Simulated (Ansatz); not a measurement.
# LiCaCl3 (model cell, started as cubic perovskite with Ca in the octahedra): following an unstable mode, part 3 of 3

Wanted: the energy along a soft mode of LiCaCl3 (model cell, started as cubic perovskite with Ca in the octahedra) and the structure at the end.

Ansatz 0.2.0; DFT PBEsol, scalar-relativistic, plane waves, PAW; PAW set soft_1.

So far. Step 5 (Energy along the mode, all amplitudes (two of the runs …): The lowest of the steps tried is the last one, at 0.6 Å, 32.5 meV/atom below the parent; the bottom of the well need not coincide with a step. Step 7 (The new phase in its own primitive cell): The largest force component left is 0.14 meV/Å and the pressure is 0.000 GPa, within the tolerances set. The cell now holds 28.26 Å³/atom. The relaxed cell has a, b, c = 6.981, 10.469, 7.735 Å (conventional setting).

The structure was built from a prototype and need not be the compound's stable phase.

## 8. Modes of the new phase

A relaxed structure may still be a saddle point, so its zone-centre modes are computed. The response to a homogeneous field gives the Born charges and the dielectric tensor.

input.yaml reads:

```yaml
crystal:
  lattice:
    - [-3.4905611673, 5.2344880918, 3.8673140473]
    - [3.4905611673, -5.2344880918, 3.8673140473]
    - [3.4905611673, 5.2344880918, -3.8673140473]
  atoms:
    - { symbol: Li, position: [0.0023321617, 0.7523321617, 0.25] }
    - { symbol: Li, position: [0.9976678383, 0.2476678383, 0.75] }
    - { symbol: Ca, position: [0.0, 0.5, 0.5] }
    - { symbol: Ca, position: [0.5, 0.5, 0.0] }
    - { symbol: Cl, position: [0.1705303126, 0.5, 0.1705303126] }
    - { symbol: Cl, position: [0.8294696874, 0.5, 0.8294696874] }
    - { symbol: Cl, position: [0.8294696874, 0.0, 0.3294696874] }
    - { symbol: Cl, position: [0.1705303126, 0.0, 0.6705303126] }
    - { symbol: Cl, position: [0.6774541308, 0.4274541308, 0.25] }
    - { symbol: Cl, position: [0.3225458692, 0.5725458692, 0.75] }
kpoints:
  mp_grid: { grid: [4, 4, 4] }
hamiltonian:
  xc: pbesol
  pseudopotentials: { kind: paw, azcp: { folder: soft_1 }, xc_functional: pbe }
scf:
  occupations: { method: fixed }
output:
  eigenvalues: true
phonons:
  method: dfpt
  dielectric: true
  rigid_motions: translations
```

Run with:

```sh
ansatz run input.yaml --threads 4 --pin off --max-ram 16384MiB --backend cpu --events-out ev --progress --plain --runs-dir out
```

Numbers of over 12 decimals in the logs are rounded to 6 here.

Log:

```text
[...]
Crystal: 10 atoms, lattice volume = 282.643 Å³
Basis set: ecut = 420 eV, 5519 PW (Γ), exchange–correlation on 100×100×100 points (8 copies of the dense FFT grid, shifted against one another)
Bands: 44, of which v1, the nominal top of the filled ones, is band 34 counted from 1 (33 counted from 0)
Symmetry: 8 space group operations
k-points: 36 of 64 (irreducible under 1 space group operation, time reversal used)
[...]
SCF iter   1: F=—  HF=-10384.580922 eV  |F-HF|=—  |Δ(HF+E_count)|=         —  Δρ=5.28e-2  dr2=1.59e1  ethr=3.10e-3  ⟨swp⟩=7.2  Hψ=7734  notcnv=0  defer=209
[...]
SCF iter  12: F=-10379.316899 eV  HF=-10379.316899 eV  |F-HF|=5.28e-11  |Δ(HF+E_count)|=   1.30e-9  Δρ=1.05e-7  dr2=5.71e-11  ethr=1.00e-12  ⟨swp⟩=20.8  Hψ=13631  notcnv=0
SCF 1 converged in 12 iterations: F = -10379.316899 eV  dr2 = 5.71e-11
[...]
NSCF: frozen V_eff on 4 k-points
DFPT response loops at Γ: preconditioner auto → none (the input reference at scf.mixing.eps_inf says where Resta's filter doesn't serve); β = 0.50; Broyden in place of MSR1
SCF converged after 12 iterations
Free energy (F): -10379.316899 eV
[...]
Internal energy: -10379.316899 eV  (E = F + TS)
E sigma→0 (E₀):  -10379.316899 eV
Fermi energy:    0.212537 eV
[...]
--- Band table (eV; the first three rows and the last of 36) ---
  k-point 0: bands = [... 30 lower, -0.1345, -0.0194, 0.0847, 0.2125, 5.4629, 5.8169, 6.0422, 6.2609, ... 6 higher]
  k-point 1: bands = [... 30 lower, -0.1774, -0.1301, -0.0595, 0.1019, 5.7732, 6.0311, 6.3537, 6.5044, ... 6 higher]
  k-point 2: bands = [... 30 lower, -0.2220, -0.2220, -0.0048, -0.0048, 6.2672, 6.2672, 6.5949, 6.5949, ... 6 higher]
  k-point 35: bands = [... 30 lower, -0.3398, -0.2151, -0.0173, 0.0704, 5.7701, 6.1852, 6.2450, 6.6155, ... 6 higher]
--- Phonons (Γ-DFPT): 12 representative perturbations + reference, on 36 of 64 k-points (Σ response iterations 46) ---
  k mesh reduced under 1 symmetry operation, with k and −k counted as one. Each operation leaves every solved perturbation unchanged. A smaller set is not considered because the run solves the response to a homogeneous field
  ASR residual: 5.852e-5 → 0.000e0 eV/Å²; symmetrization residual: 1.378e-6 eV/Å²
  ASR residual per site (eV/Å²): 2.95e-5 2.95e-5 1.82e-5 1.82e-5 5.85e-5 5.85e-5 5.85e-5 5.85e-5 3.80e-5 3.80e-5
  Γ frequencies (cm⁻¹): 0.00 0.00 0.00 27.83 43.26 65.11 96.42 99.88 102.73 113.95 113.97 120.42 145.96 151.15 164.72 179.85 182.01 192.34 196.86 197.41 198.68 225.39 229.27 252.37 257.46 261.98 282.15 284.57 290.80 366.63
  ε∞ (high-frequency dielectric tensor):
        2.488794     0.000000     0.000000
        0.000000     2.629371     0.000000
        0.000000     0.000000     2.421541
  ε⁰ (static dielectric tensor: ions relaxed, cell fixed):
        6.986261     0.000000     0.000000
        0.000000     5.964230    -0.000000
        0.000000    -0.000000     5.256185
  ε⁰ − ε∞ (ionic part):
        4.497467     0.000000     0.000000
        0.000000     3.334859    -0.000000
        0.000000    -0.000000     2.834644
  softest optical mode at Γ: 27.83 cm⁻¹; the repairs (sum rule, projections) moved no ω² at Γ by more than (1.67 cm⁻¹)²
  Born effective charges Z* (e; rows j = field, columns β = displacement):
    site 0:
         1.22706    0.00000    0.00000
         0.00000    1.15775    0.00000
         0.00000   -0.00000    0.76264
    site 1:
         1.22706    0.00000    0.00000
         0.00000    1.15775    0.00000
         0.00000   -0.00000    0.76264
    site 2:
         2.14146    0.00000    0.00000
         0.00000    2.72524   -0.32579
         0.00000   -0.57702    2.32383
    site 3:
         2.14146    0.00000    0.00000
         0.00000    2.72524    0.32579
         0.00000    0.57702    2.32383
    site 4:
        -1.36431    0.00000    0.56783
         0.00000   -0.96760    0.00000
         0.51623    0.00000   -1.09150
    site 5:
        -1.36431   -0.00000    0.56783
         0.00000   -0.96760    0.00000
         0.51623   -0.00000   -1.09150
    site 6:
        -1.36431    0.00000   -0.56783
         0.00000   -0.96760    0.00000
        -0.51623   -0.00000   -1.09150
    site 7:
        -1.36431    0.00000   -0.56783
         0.00000   -0.96760    0.00000
        -0.51623    0.00000   -1.09150
    site 8:
        -0.63990    0.00000    0.00000
         0.00000   -1.94780    0.00000
         0.00000   -0.00000   -0.90347
    site 9:
        -0.63990    0.00000    0.00000
         0.00000   -1.94780    0.00000
         0.00000    0.00000   -0.90347
  Z* charge neutrality: 8.268e-5 e pre-enforcement
  k-mesh period / interband length: 27.9 Å / 1.38 Å = 20.30 at k = (-0.5000, -0.5000, -0.5000), direct gap 5.700 eV — 14 or more, which is no proof of convergence
  optical modes at Γ without the LO–TO term, one row a degenerate level:
      ω (cm⁻¹)  modes    IR ((D/Å)²/amu)
         27.83      1             0.0004
[...]
optical modes at Γ + LO–TO along q̂ = [1.0000, 0.0000, 0.0000]:
      ω (cm⁻¹)  modes    IR ((D/Å)²/amu)
[...]
optical modes at Γ + LO–TO along q̂ = [0.0000, 1.0000, 0.0000]:
      ω (cm⁻¹)  modes    IR ((D/Å)²/amu)
[...]
optical modes at Γ + LO–TO along q̂ = [0.0000, 0.0000, 1.0000]:
      ω (cm⁻¹)  modes    IR ((D/Å)²/amu)
[...]
196.86      1             0.0000
        197.41      1             5.1555
        198.68      1             1.5866
        225.39      1             0.0000
        229.27      1            17.9291
        252.37      1            15.0002
        261.98      1             0.0000
        277.46      1             0.3563
        284.57      1             0.0000
        290.80      1             0.0000
        328.02      1            13.6047
        366.63      1             4.3648
```

Wall time 4.7 min (4 threads of Arm Neoverse V1, shared host); peak memory 2.1 GiB.

Numbers from this step:

| Property | Result |
| --- | --- |
| sum-rule residual before enforcement | 5.85e-5 eV/Å² |
| miss of the charge sum rule | 8.27e-5 e |
| point group | mmm |
| highest optical mode at the zone centre (no LO-TO term) | 366.6 cm⁻¹ |
| lowest optical zone-centre mode | 27.83 cm⁻¹ |
| mean high-frequency dielectric constant | 2.513 |
| largest Born charge (third of the trace) | 2.397 e |
| mean static dielectric constant | 6.069 |
| top of the zone-centre spectrum with the field | 403.7 cm⁻¹ |

Without the LO-TO term. Patterns of degenerate modes are one choice out of their space. The modes at Γ (shares of kinetic energy by element, %):

```tsv
mode	frequency (cm⁻¹)	symmetry	Li %	Ca %	Cl %
1	0.0	acoustic	5	26	69
2	0.0	acoustic	5	26	69
3	0.0	acoustic	5	26	69
4	27.8	B3u	3	4	94
5	43.3	B1g	0	0	100
6	65.1	B2g	1	0	99
7	96.4	B3u	0	40	60
8	99.9	Au	0	4	96
9	102.7	B2u	2	48	50
10	114.0	not assigned	1	0	99
11	114.0	not assigned	3	0	97
12	120.4	B1u	1	5	93
13	146.0	B2g	1	0	99
14	151.2	B1u	0	47	53
15	164.7	Ag	5	0	95
16	179.8	B1u	42	51	8
17	182.0	Au	0	96	4
18	192.3	B1g	0	0	100
19	196.9	B3g	3	0	97
20	197.4	B2u	11	65	24
21	198.7	B3u	65	11	23
22	225.4	Ag	92	0	8
23	229.3	B3u	27	19	54
24	252.4	B2u	1	42	56
25	257.5	B1u	2	25	73
26	262.0	B3g	1	0	99
27	282.1	B1u	50	46	4
28	284.6	B3g	96	0	4
29	290.8	B2g	98	0	2
30	366.6	B2u	81	19	1
```

Displacements in mode 4 (27.8 cm⁻¹), the largest set to 1:
```
Li1 -0.69  0.00  0.00
Li2 -0.69  0.00  0.00
Ca3  0.35  0.00  0.00
Ca4  0.35  0.00  0.00
Cl5 -0.63  0.00 -0.90
Cl6 -0.63  0.00 -0.90
Cl7 -0.63  0.00  0.90
Cl8 -0.63  0.00  0.90
Cl9  1.00  0.00  0.00
Cl10 1.00  0.00  0.00
```

Displacements in mode 12 (120.4 cm⁻¹), the largest set to 1:
```
Li1  0.00  0.00 -0.36
Li2  0.00  0.00 -0.36
Ca3  0.00  0.31  0.10
Ca4  0.00 -0.31  0.10
Cl5 -0.50  0.00 -0.52
Cl6 -0.50  0.00 -0.52
Cl7  0.50  0.00 -0.52
Cl8  0.50  0.00 -0.52
Cl9  0.00  0.00  1.00
Cl10 0.00  0.00  1.00
```

Optical modes at the zone centre, without and with the macroscopic field of the longitudinal modes; each column is sorted by frequency, so a row need not hold one and the same mode. Modes with and without the field, by row:

```tsv
rank among optical modes	no field (cm⁻¹)	q along (1, 0, 0) (cm⁻¹)	q along (0, 1, 0) (cm⁻¹)	q along (0, 0, 1) (cm⁻¹)
1	27.8	27.8	27.8	27.8
2	43.3	43.3	43.3	43.3
3	65.1	65.1	65.1	65.1
4	96.4	99.9	96.4	96.4
5	99.9	102.7	99.9	99.9
6	102.7	108.2	105.2	102.7
7	114	114	114	114
8	114	114	114	114
9	120.4	120.4	120.4	121
10	146	146	146	146
11	151.2	151.2	151.2	164.7
12	164.7	164.7	164.7	167.7
13	179.8	179.8	179.8	182
14	182	182	182	189.8
15	192.3	192.3	192.3	192.3
16	196.9	196.9	196.9	196.9
17	197.4	197.4	198.7	197.4
18	198.7	201	208.7	198.7
19	225.4	225.4	225.4	225.4
20	229.3	252.4	229.3	229.3
21	252.4	257.5	257.5	252.4
22	257.5	262	262	262
23	262	282.1	282.1	277.5
24	282.1	284.6	284.6	284.6
25	284.6	290.8	290.8	290.8
26	290.8	338.3	318.9	328
27	366.6	366.6	403.7	366.6
```

Born charge (rows field, columns displacement) (e), principal values of the symmetric part by kind of site:

```tsv
atom	atoms with these values	low	middle	high	mean
Li1	2	0.76	1.16	1.23	1.05
Ca3	2	2.03	2.14	3.02	2.40
Cl5	4	-1.79	-0.97	-0.67	-1.14
Cl9	2	-1.95	-0.90	-0.64	-1.16
```

In full for Cl5:

```
-1.36  0.00  0.57
 0.00 -0.97  0.00
 0.52  0.00 -1.09
```

High-frequency dielectric tensor:

```
2.49 0.00 0.00
0.00 2.63 0.00
0.00 0.00 2.42
```

Static dielectric tensor (ions relaxed, fixed cell):

```
6.99 0.00 0.00
0.00 5.96 0.00
0.00 0.00 5.26
```

Transverse modes. Lines of the infrared spectrum (strongest = 100):

```tsv
position (cm⁻¹)	lines merged	relative intensity
28	1	0.0
43	1	0.0
65	1	0.0
96	1	11
100	1	0.0
103	1	2.5
114	2	0.0
120	1	0.8
146	1	0.0
151	1	24
165	1	0.0
180	1	6.1
182	1	0.0
192	1	0.0
197	2	29
199	1	8.8
225	1	0.0
229	1	100
252	1	84
258	1	46
262	1	0.0
282	1	8.2
285	1	0.0
291	1	0.0
367	1	24
```

Before it was imposed, the acoustic sum rule was missed by 5.9e-5 eV/Å² and the charge sum rule by 8.3e-5 e. Small misses are needed for a sound result but don't prove that mesh and cutoff are converged. The lowest optical mode is real, 27.8 cm⁻¹.

## 9. The phases reached

The phases reached along the modes that were followed are set side by side.

Energies are those of the first relaxation, on the mesh of the frozen mode; space group, volume and gap are those of the last relaxation. Phases, by row:

```tsv
mode frozen in	space group	energy from parent (meV/atom)	volume (Å³/atom)	gap on mesh (eV)	lowest zone-centre optical mode (cm⁻¹)	largest shift (Å)
parent	Pm-3m	0	29.22	3.738	–	–
q = (0, 0, 0), 181i cm⁻¹	P4/mmm	-146.1	29.99	4.452	-75.6	2.113
q = (0, 0, 0), 181i cm⁻¹	R3m	-180.5	31.12	4.899	25.4	1.567
q = (0, 0, 0), 181i cm⁻¹	Amm2	-126.2	30.12	4.433	-199.9	1.302
q = (-0.5, -0.5, -0.5), 178i cm⁻¹	I4/mmm	-129.2	30.55	4.731	-84.6	1.396
q = (-0.5, -0.5, -0.5), 178i cm⁻¹	R-3m	-173.8	31.23	4.726	-49.9	1.886
q = (-0.5, -0.5, -0.5), 178i cm⁻¹	Imma	-235.2	28.26	5.25	27.8	1.916
```

## 10. What came out

| Item | Value |
| --- | --- |
| unstable mode of the parent | q = (-0.5, -0.5, -0.5), 178i cm⁻¹ |
| depth at the lowest point sampled | 32.5 meV/atom |
| largest atomic shift at that point | 0.6 Å |
| space group reached (within 0.01 Å) | Imma |
| energy gained over the parent (first relaxation, on the mesh of the frozen mode) | 235 meV/atom |
| volume per atom, phase reached | 28.3 Å³ |
| gap on the k-mesh, phase reached | 5.25 eV |
| lowest optical zone-centre mode, phase reached | 27.8 cm⁻¹ |
| highest optical mode at the zone centre (no LO-TO term), phase reached | 367 cm⁻¹ |

In words: Along this mode the structure falls into Imma, 235 meV/atom below the parent. At the parent's cell the well is 32.47 meV/atom deep on the steps tried, with its lowest point at a shift of 0.6 Å. That is the last step tried, so the steps alone don't bracket the bottom of the well. Relaxing atoms and cell changes the gain by +202.72 meV/atom against the lowest step (energies at zero smearing). Most of the total comes from this relaxation. The new phase has no imaginary mode at the zone centre of its cell; other wavevectors were not checked. Of the 6 patterns followed to their end from this parent, this one reaches the lowest energy. Each path keeps the symmetry of its pattern, so a lower phase may lie along a pattern not tried. The PAW files were made for PBE and serve the other functionals too. The starting cell was built on a prototype and not taken from a measurement, so the phase need not exist.

[Logs are printed without paths, hosts, clocks, repeated set-up lines and the standing remarks that a program may print on its own settings, such as how far it seeks lower states.]

[Hosts, paths, dates, database ids (printed as entryN), source tags and the programs' standing remarks are cut or masked in the printed files.]
